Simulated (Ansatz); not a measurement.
**1T-PbBrI monolayer in a perpendicular field**

Aim: how the 1T-PbBrI monolayer screens a field along its normal, and what the field does to its bands. A positive field points along +c.

Main program and level: Ansatz 0.2.0; plane-wave DFT, PBE-D3(BJ), Ansatz PAW (set soft_1); PAW set soft_1.

## (1) The starting structure

The cell holds 3 atoms: 1 I, 1 Pb and 1 Br. Cell: a = 4.142 Å, b = 4.142 Å, c = 35.988 Å, α = 90.0°, β = 90.0°, γ = 120.0°. Vacuum lies along c.

## (2) Relaxation

The starting cell is a guess, so the in-plane lattice and the atoms are relaxed first, with the slab cut off from its images along the normal.

input.yaml

```yaml
crystal:
  lattice:
    - [4.142421, 0.0, 0.0]
    - [-2.0712105, 3.5874418192, 0.0]
    - [0.0, 0.0, 35.9878610306]
  atoms:
    - { symbol: I, position: [0.6666666667, 0.3333333333, 0.4654347194] }
    - { symbol: Pb, position: [0.0, 0.0, 0.5057339882] }
    - { symbol: Br, position: [0.3333333333, 0.6666666667, 0.5345652806] }
  periodic: [true, true, false]
kpoints:
  mp_grid: { grid: [12, 12, 1] }
hamiltonian:
  xc: pbe
  dispersion: d3bj
  pseudopotentials: { kind: paw, azcp: { folder: soft_1 } }
scf:
  occupations: { method: fermi_dirac, width: 0.05 }
  convergence: { dr2_threshold: 1.0e-09 }
relax:
  f_tol: 0.004
  max_steps: 90
  cell: {}
output:
  write_potential: true
  write_density: true
  volumetric_format: npy
```

Started as:

```console
$ ansatz run input.yaml --threads 2 --pin off --max-ram 3072MiB --backend cpu --events-out ev --progress --plain --runs-dir out
```

Numbers of over 12 decimals in the logs are rounded to 6 here.

Output:

```text
Warning: relax.cell: scf.convergence.dr2_threshold = 1e-9 eV is looser than the 1.92373453089e-10 eV advised for a relaxation that steers and ends on the stress (1e-10 eV for each atom of the cell: 3, times the square of relax.cell.stress_2d_tol = 0.05 N/m over 12.5 Å (the atoms' height at the walk's start and 5 Å past either face), 4.004e-2 GPa, over a crystal's default 0.05). What an SCF threshold leaves in a stress goes as its square root, and in the free energy as the threshold itself, and one threshold admits the most on a small cell: [figures from the program's tests cut] Set scf.convergence.dr2_threshold to 1.92373453089e-10 eV or tighter. [rest of the remark cut]
Engine: ansatz 0.2.0, x86_64-unknown-linux-gnu
Pseudopotentials: kind: paw
Pseudopotential: I, paw, valence charge 17, recommended cutoff 420 eV (normal), soft_1/I.paw.azcp
Pseudopotential: Pb, paw, valence charge 14, recommended cutoff 420 eV (normal), soft_1/Pb.paw.azcp
Pseudopotential: Br, paw, valence charge 7, recommended cutoff 420 eV (normal), soft_1/Br.paw.azcp
Functional definition: PBE
  parameter kappa = 0.804
  parameter beta = 0.066725
  exchange = pbe_x(kappa = kappa, mu = beta*pi^2/3)
  correlation = pbe_c(beta = beta)
Crystal: 3 atoms, lattice volume = 534.805 Å³
Basis set: ecut = 420 eV, 10309 PW (Γ), exchange–correlation on 60×60×486 points (8 copies of the dense FFT grid, shifted against one another)
Bands: 23, of which v1, the nominal top of the filled ones, is band 19 counted from 1 (18 counted from 0)
Symmetry: 6 space group operations
Space group: P3m1 (ITA 156), of the structure as read, at distance tolerance 8.1e-5 Å
k-points: 19 of 144 (time reversal used)
Non-local potential: I, projectors of the file, l = 0: 2, l = 1: 2, l = 2: 2, l = 3: 1
Non-local potential: Pb, projectors of the file, l = 0: 2, l = 1: 2, l = 2: 2, l = 3: 1
Non-local potential: Br, projectors of the file, l = 0: 2, l = 1: 2, l = 2: 2
PAW form: soft (Blöchl's): semilocal exchange-correlation on the pseudo side does not see the compensation charge
PAW one-centre angular grid: I, 590 points (default); XC on 64 Gauss nodes
PAW one-centre angular grid: Pb, 590 points (default); XC on 64 Gauss nodes
PAW one-centre angular grid: Br, 110 points (default); XC on 64 Gauss nodes
Initial density: superposition of atomic densities (neutral atoms: chi_scale 0, normalization atom)
Initial wavefunctions: pseudopotential atomic-orbital guess
Functional: x = pbe(κ = 0.804, μ = 0.219515), c = pbe(β = 0.066725)
iter 1 solved again at ethr=1.30e-3 eV; its pass at ethr=3.10e-3 eV (dr2=4.94e-1 eV) is discarded
SCF iter   1: F=—  HF=-22204.799354 eV  |F-HF|=—  |Δ(HF+E_count)|=         —  Δρ=7.54e-3  dr2=4.97e-1  ethr=1.30e-3  ⟨swp⟩=1.5  Hψ=5003  notcnv=0
preconditioner: auto → Resta (q_TF=auto, 1.756 Å⁻¹)  ε∞=1.3  [insulator: Δε(μ)=1.587 eV  Ē_g=14.575 eV  σ=0.050 eV  W_gap=1.00  n_scr=26 (ndim 8)  ℏωp=8.5 eV  f_vac=0.814  D(μ)=0.00/eV (n_scr^D=0)  ε∞_Penn≈1.3  vacuum switching on, ρ_ref=1.5e-2 e/Å³]
SCF iter   2: F=—  HF=-22204.653324 eV  |F-HF|=—  |Δ(HF+E_count)|=   1.46e-1  Δρ=2.66e-3  dr2=4.54e-2  ethr=1.30e-3  ⟨swp⟩=3.8  Hψ=882  notcnv=0
SCF iter   3: F=—  HF=-22204.664391 eV  |F-HF|=—  |Δ(HF+E_count)|=   1.11e-2  Δρ=1.50e-3  dr2=8.58e-2  ethr=1.20e-4  ⟨swp⟩=5.6  Hψ=1224  notcnv=0
SCF iter   4: F=—  HF=-22204.656463 eV  |F-HF|=—  |Δ(HF+E_count)|=   7.93e-3  Δρ=8.96e-4  dr2=2.19e-2  ethr=1.20e-4  ⟨swp⟩=5.2  Hψ=1088  notcnv=0
SCF iter   5: F=—  HF=-22204.654475 eV  |F-HF|=—  |Δ(HF+E_count)|=   1.99e-3  Δρ=2.99e-4  dr2=2.14e-3  ethr=5.76e-5  ⟨swp⟩=2.9  Hψ=746  notcnv=0
SCF iter   6: F=—  HF=-22204.654444 eV  |F-HF|=—  |Δ(HF+E_count)|=   3.14e-5  Δρ=6.55e-5  dr2=1.88e-5  ethr=5.63e-6  ⟨swp⟩=3.2  Hψ=855  notcnv=0
SCF iter   7: F=—  HF=-22204.654439 eV  |F-HF|=—  |Δ(HF+E_count)|=   4.29e-6  Δρ=2.44e-5  dr2=2.31e-6  ethr=4.94e-8  ⟨swp⟩=3.5  Hψ=1007  notcnv=0
SCF iter   8: F=—  HF=-22204.654552 eV  |F-HF|=—  |Δ(HF+E_count)|=   1.12e-4  Δρ=6.22e-6  dr2=4.71e-7  ethr=6.09e-9  ⟨swp⟩=3.2  Hψ=931  notcnv=0
SCF iter   9: F=—  HF=-22204.654552 eV  |F-HF|=—  |Δ(HF+E_count)|=   6.20e-8  Δρ=2.67e-6  dr2=5.79e-8  ethr=1.24e-9  ⟨swp⟩=3.3  Hψ=833  notcnv=0
SCF iter  10: F=—  HF=-22204.654552 eV  |F-HF|=—  |Δ(HF+E_count)|=   2.35e-9  Δρ=1.14e-6  dr2=1.96e-8  ethr=1.52e-10  ⟨swp⟩=3.1  Hψ=943  notcnv=0
SCF iter  11: F=-22204.654552 eV  HF=-22204.654552 eV  |F-HF|=3.06e-10  |Δ(HF+E_count)|=   2.96e-9  Δρ=3.44e-7  dr2=4.59e-10  ethr=2.63e-12  ⟨swp⟩=11.7  Hψ=4121  notcnv=0
SCF 1 converged in 11 iterations: F = -22204.654552 eV  dr2 = 4.59e-10
  greatest PAW one-centre occupation: 0.999 electrons in one spin orbital (limit 2), on the I atom at site 0 (counted from 0), in its partial waves of l = 2
relax step   1: F+E_penalty+E_count = -22204.65455156 eV  Δ(F+E_penalty+E_count) = +0.000e0 eV  max|allowed force component| = 4.968e0 eV/Å  Δτ_max = 0.0000 Å  P = +19.782 N/m  Ω = 534.805 Å³  fix = [c, alpha, beta]  reactions: c +0.000 N/m  (11 SCF iters, accepted)
Crystal: 3 atoms, lattice volume = 546.518 Å³
Basis set: ecut = 420 eV, 10531 PW (Γ), exchange–correlation on 60×60×486 points (8 copies of the dense FFT grid, shifted against one another)
Initial density: handed on by an earlier stage of this run
Initial wavefunctions: those handed on with the density
iter 1 solved again at ethr=1.07e-4 eV; its pass at ethr=3.10e-3 eV (dr2=4.07e-2 eV) is discarded
SCF iter   1: F=—  HF=-22206.427192 eV  |F-HF|=—  |Δ(HF+E_count)|=         —  Δρ=1.97e-3  dr2=4.15e-2  ethr=1.07e-4  ⟨swp⟩=3.1  Hψ=3827  notcnv=0
preconditioner: auto → Resta (q_TF=auto, 1.750 Å⁻¹)  ε∞=1.4  [insulator: Δε(μ)=1.974 eV  Ē_g=14.066 eV  σ=0.050 eV  W_gap=1.00  n_scr=38 (ndim 8)  ℏωp=8.4 eV  f_vac=0.809  D(μ)=0.00/eV (n_scr^D=0)  ε∞_Penn≈1.4  vacuum switching on, ρ_ref=1.4e-2 e/Å³]
SCF iter   2: F=—  HF=-22206.422010 eV  |F-HF|=—  |Δ(HF+E_count)|=   5.18e-3  Δρ=1.07e-3  dr2=2.76e-2  ethr=1.07e-4  ⟨swp⟩=5.0  Hψ=1072  notcnv=0
SCF iter   3: F=—  HF=-22206.419901 eV  |F-HF|=—  |Δ(HF+E_count)|=   2.11e-3  Δρ=7.17e-4  dr2=1.14e-2  ethr=7.25e-5  ⟨swp⟩=4.9  Hψ=854  notcnv=0
SCF iter   4: F=—  HF=-22206.418695 eV  |F-HF|=—  |Δ(HF+E_count)|=   1.21e-3  Δρ=4.10e-4  dr2=1.09e-3  ethr=3.01e-5  ⟨swp⟩=1.9  Hψ=629  notcnv=0
SCF iter   5: F=—  HF=-22206.418700 eV  |F-HF|=—  |Δ(HF+E_count)|=   4.63e-6  Δρ=1.24e-4  dr2=5.90e-5  ethr=2.86e-6  ⟨swp⟩=2.6  Hψ=786  notcnv=0
SCF iter   6: F=—  HF=-22206.418729 eV  |F-HF|=—  |Δ(HF+E_count)|=   2.93e-5  Δρ=2.59e-5  dr2=2.05e-6  ethr=1.55e-7  ⟨swp⟩=3.2  Hψ=943  notcnv=0
[...]
[... from here on, the SCF cycles and remarks between the steps are left out ...]
relax step   4: F+E_penalty+E_count = -22207.90020893 eV  Δ(F+E_penalty+E_count) = -4.643e-1 eV  max|allowed force component| = 5.464e-1 eV/Å  Δτ_max = 0.1989 Å  P = +2.525 N/m  Ω = 565.204 Å³  energy of the carried Pulay correction = -7.882e-4 eV  fix = [c, alpha, beta]  reactions: c +0.000 N/m  (9 SCF iters, accepted)
relax step   5: F+E_penalty+E_count = -22207.94065236 eV  Δ(F+E_penalty+E_count) = -4.044e-2 eV  max|allowed force component| = 5.134e-1 eV/Å  Δτ_max = 0.2000 Å  P = +0.044 N/m  Ω = 578.308 Å³  energy of the carried Pulay correction = -1.115e-3 eV  fix = [c, alpha, beta]  reactions: c +0.000 N/m  (10 SCF iters, accepted)
relax step   6: F+E_penalty+E_count = -22207.99689957 eV  Δ(F+E_penalty+E_count) = -5.625e-2 eV  max|allowed force component| = 9.857e-2 eV/Å  Δτ_max = 0.1132 Å  P = +0.487 N/m  Ω = 589.462 Å³  energy of the carried Pulay correction = -1.387e-3 eV  fix = [c, alpha, beta]  reactions: c +0.000 N/m  (9 SCF iters, accepted)
relax step   7: F+E_penalty+E_count = -22208.01040085 eV  Δ(F+E_penalty+E_count) = -1.350e-2 eV  max|allowed force component| = 4.206e-2 eV/Å  Δτ_max = 0.0574 Å  P = +0.398 N/m  Ω = 604.707 Å³  energy of the carried Pulay correction = -1.750e-3 eV  fix = [c, alpha, beta]  reactions: c +0.000 N/m  (9 SCF iters, accepted)
relax step   8: F+E_penalty+E_count = -22208.01529691 eV  Δ(F+E_penalty+E_count) = -4.896e-3 eV  max|allowed force component| = 4.282e-2 eV/Å  Δτ_max = 0.0304 Å  P = +0.133 N/m  Ω = 619.355 Å³  energy of the carried Pulay correction = -2.090e-3 eV  fix = [c, alpha, beta]  reactions: c +0.000 N/m  (9 SCF iters, accepted)
relax step   9: F+E_penalty+E_count = -22208.01575680 eV  Δ(F+E_penalty+E_count) = -4.599e-4 eV  max|allowed force component| = 6.808e-3 eV/Å  Δτ_max = 0.0045 Å  P = +0.011 N/m  Ω = 622.915 Å³  energy of the carried Pulay correction = -2.171e-3 eV  fix = [c, alpha, beta]  reactions: c +0.000 N/m  (8 SCF iters, accepted)
relax step  10: F+E_penalty+E_count = -22208.01576154 eV  Δ(F+E_penalty+E_count) = -4.741e-6 eV  max|allowed force component| = 3.095e-4 eV/Å  Δτ_max = 0.0027 Å  P = +0.005 N/m  Ω = 623.702 Å³  energy of the carried Pulay correction = -2.189e-3 eV  fix = [c, alpha, beta]  reactions: c +0.000 N/m  (6 SCF iters, accepted)
Initial wavefunctions: pseudopotential atomic-orbital guess (no wavefunctions were taken with the density)
iter 1 solved again at ethr=3.26e-6 eV; its pass at ethr=3.10e-3 eV (dr2=1.24e-3 eV) is discarded
SCF iter   1: F=—  HF=-22208.000758 eV  |F-HF|=—  |Δ(HF+E_count)|=         —  Δρ=2.64e-4  dr2=1.73e-5  ethr=3.26e-6  ⟨swp⟩=4.3  Hψ=4748  notcnv=0
preconditioner: auto → Resta (q_TF=auto, 1.711 Å⁻¹)  ε∞=1.4  [insulator: Δε(μ)=2.778 eV  Ē_g=13.139 eV  σ=0.050 eV  W_gap=1.00  n_scr=60 (ndim 8)  ℏωp=7.9 eV  f_vac=0.793  D(μ)=0.00/eV (n_scr^D=0)  ε∞_Penn≈1.4  vacuum switching on, ρ_ref=1.3e-2 e/Å³]
SCF iter   2: F=—  HF=-22208.012153 eV  |F-HF|=—  |Δ(HF+E_count)|=   1.14e-2  Δρ=1.32e-4  dr2=3.94e-6  ethr=4.55e-8  ⟨swp⟩=3.9  Hψ=1197  notcnv=0
SCF iter   3: F=—  HF=-22208.017090 eV  |F-HF|=—  |Δ(HF+E_count)|=   4.94e-3  Δρ=3.08e-5  dr2=3.43e-6  ethr=1.04e-8  ⟨swp⟩=3.8  Hψ=901  notcnv=0
SCF iter   4: F=—  HF=-22208.017368 eV  |F-HF|=—  |Δ(HF+E_count)|=   2.78e-4  Δρ=1.53e-5  dr2=2.48e-6  ethr=9.01e-9  ⟨swp⟩=2.9  Hψ=723  notcnv=0
SCF iter   5: F=—  HF=-22208.017446 eV  |F-HF|=—  |Δ(HF+E_count)|=   7.78e-5  Δρ=7.34e-6  dr2=1.84e-7  ethr=6.53e-9  ⟨swp⟩=1.9  Hψ=490  notcnv=0
SCF iter   6: F=—  HF=-22208.017476 eV  |F-HF|=—  |Δ(HF+E_count)|=   3.03e-5  Δρ=2.34e-6  dr2=2.51e-8  ethr=4.84e-10  ⟨swp⟩=2.8  Hψ=717  notcnv=0
SCF iter   7: F=—  HF=-22208.017481 eV  |F-HF|=—  |Δ(HF+E_count)|=   5.10e-6  Δρ=4.92e-7  dr2=1.04e-9  ethr=6.60e-11  ⟨swp⟩=2.7  Hψ=863  notcnv=0
SCF iter   8: F=-22208.017482 eV  HF=-22208.017482 eV  |F-HF|=3.85e-8  |Δ(HF+E_count)|=   3.92e-7  Δρ=1.61e-7  dr2=1.45e-10  ethr=2.63e-12  ⟨swp⟩=17.8  Hψ=3749  notcnv=0
SCF 11 converged in 8 iterations: F = -22208.017482 eV  dr2 = 1.45e-10
relax step  11: F+E_penalty+E_count = -22208.01748192 eV  Δ(F+E_penalty+E_count) = -1.720e-3 eV  max|allowed force component| = 4.455e-4 eV/Å  Δτ_max = 0.0000 Å  P = +0.012 N/m  Ω = 623.702 Å³  fix = [c, alpha, beta]  reactions: c +0.000 N/m  stress off target by 1.20e-2 N/m on what of the cell is left free  SCF on the basis re-selected at this cell (its energy is not comparable with the rows above)  (8 SCF iters)
basis re-selected at this cell: Δ(F+E_penalty+E_count) = -1.720e-3 eV, ΔP = +0.007 N/m vs the last step (what re-selecting the basis moved, of the pressure what is left beyond the Pulay correction that the steps carried, after the strain that the cell walked since its last selection, with what the two solves' SCF thresholds leave and, on support functions, any second-order correction that the steps lacked; it is no m [...]
WARN: The output density's exchange-correlation potential varies sharply where the density is thin. Do not read a vacuum level from v_tot or v_xc, or from such a field of the output density. On a cell that repeats whose density bears no net charge and no dipole along the vacuum's axis use v_es (v_loc + v_h of the components); under efield.dipole_correction with no amplitude use v_es + v_field, which holds any externa [...]
SCF converged after 8 iterations
Free energy (F): -22208.017482 eV
Harris-Foulkes:  -22208.017482 eV  (|F-HF|=3.85e-8)
Internal energy: -22208.017482 eV  (E = F + TS)
E sigma→0 (E₀):  -22208.017482 eV
Fermi energy:    -5.200159 eV
--- Per-component energies (eV) ---
  E_band       = -922.583643
  E_kinetic    = 580.890637
  E_local      = -58763.402909  (includes V_loc(G=0)·N_el)
  E_nonlocal   = 471.335475
  E_hartree    = 28871.701250
  E_xc         = -511.007163
  E_vxc        = -357.901918  (∫ρ·V_xc dr)
  E_paw        = -17486.673076  (= ΣΔE_a)
  E_vpaw       = -596.905176  (= ΣTr[D̂ρ^β])
  E_aug_tail   = -0.002507  (compensation charges beyond the density's cutoff)
  E_ewald      = 24629.726165
  E_disp       = -0.585355  (pairwise vdW)
  E_smearing   = -0.000000  (= −TS)
  E_closure    = -0.000000  (closes the sum)
  Σ components = -22208.017482   (vs F -22208.017482, Δ=0.00e0)
--- Forces (eV/Å), atoms counted from 1 ---
  atom   1  I      0.00000000     0.00000000     0.00044415
  atom   2  Pb     0.00000000     0.00000000    -0.00008282
  atom   3  Br    -0.00000000    -0.00000000    -0.00036545
  max |Σ_I F_I| component: 4.13e-6 eV/Å
--- 2D stress c σ (N/m, compression-positive) ---
        0.012038      -0.000000      -0.000000
       -0.000000       0.012038      -0.000000
       -0.000000      -0.000000       0.000000
  P = ½ c Tr σ = 0.0120 N/m
--- Band table (eV; the first three rows and the last of 19) ---
  k-point 0: bands = [... 15 lower, -7.7651, -7.0326, -6.9785, -6.9785, -3.8984, -2.6997, -2.6997, -0.6752]
  k-point 1: bands = [... 15 lower, -7.7574, -7.2685, -7.0037, -6.8179, -3.7005, -2.7866, -2.6382, -0.5494]
  k-point 2: bands = [... 15 lower, -7.8238, -7.5732, -7.0682, -6.6965, -3.4292, -2.7156, -2.4893, -0.3458]
  k-point 18: bands = [... 15 lower, -8.8006, -7.6642, -7.5091, -6.7619, -2.6339, -2.2907, -1.8337, 1.0798]
--- Relaxed structure (10 steps of the walk, 10 accepted, 1 SCFs on fresh bases) ---
  F+E_penalty+E_count = -22208.01748192 eV   max|allowed force component| = 4.455e-4 eV/Å   (the final SCF, on the basis selected at the relaxed cell)
  cell:  # Å, volume = 623.7024 Å³
    - [4.473479, 0, 0]
    - [-2.236739, 3.874146, 0]
    - [0, 0, 35.9878610306]
  atoms:
    - { symbol: I, position: [0.666667, 0.333333, 0.450406] }
    - { symbol: Pb, position: [-5.757919761847287e-19, 0, 0.504839] }
    - { symbol: Br, position: [0.333333, 0.666667, 0.550489] }
```

It took 1.9 min on 2 threads of Intel Xeon Platinum 8375C at 2.90GHz (Ice Lake), shared host; peak memory 1 GiB.

Step by step:

```tsv
step	energy less that of the first step (eV)	largest force component (eV/Å)	volume (Å³)
1	0.0000	4.9678	534.80
2	-1.7643	3.1620	546.52
3	-2.7814	1.7472	556.08
4	-3.2457	0.5464	565.20
5	-3.2861	0.5134	578.31
6	-3.3423	0.0986	589.46
7	-3.3558	0.0421	604.71
8	-3.3607	0.0428	619.35
9	-3.3612	0.0068	622.92
10	-3.3612	0.0003	623.70
11*	-3.3629	0.0004	623.70
```

Relaxation steps marked * repeat the geometry before them on a plane-wave basis chosen anew for their cell, so energy and pressure can jump there.

The run keeps the 6 symmetry operations that it works with, so distortions that break them were not tested.

```tsv
cell as run	before	after	change
a (Å)	4.142	4.473	+8.0 %
b (Å)	4.142	4.473	+8.0 %
```

The atoms that moved most (Å, along periodic axes as changes of fractional coordinates times the final cell, across vacuum about the mean position):

```tsv
atom	dx	dy	dz	length
Br3	0.000	0.000	0.573	0.573
I1	0.000	0.000	-0.541	0.541
Pb2	0.000	0.000	-0.032	0.032
```

The relaxed structure:

```xyz
3
Lattice="4.4735 0.0000 0.0000 -2.2367 3.8741 0.0000 0.0000 0.0000 35.9879" Properties=species:S:1:pos:R:3
I     2.2367    1.2914   16.2092
Pb    0.0000    0.0000   18.1681
Br    0.0000    2.5828   19.8109
```

Numbers from this step:

```yaml
gap_on_the_k_mesh: 2.777 eV
```

The lattice constant a goes from 4.142 to 4.473 Å.

[end of part 1 of 2]

[Logs are printed without paths, hosts, clocks, repeated set-up lines and the standing remarks that a program may print on its own settings, such as how far it seeks lower states.]

[Hosts, paths, dates, database ids (printed as entryN), source tags and the programs' standing remarks are cut or masked in the printed files.]

[Maps of the electrostatic potential energy from Ansatz leave out the sawtooth potential of an applied field or a dipole correction, so their vacuum need not be flat; planar profiles and work functions include it.]
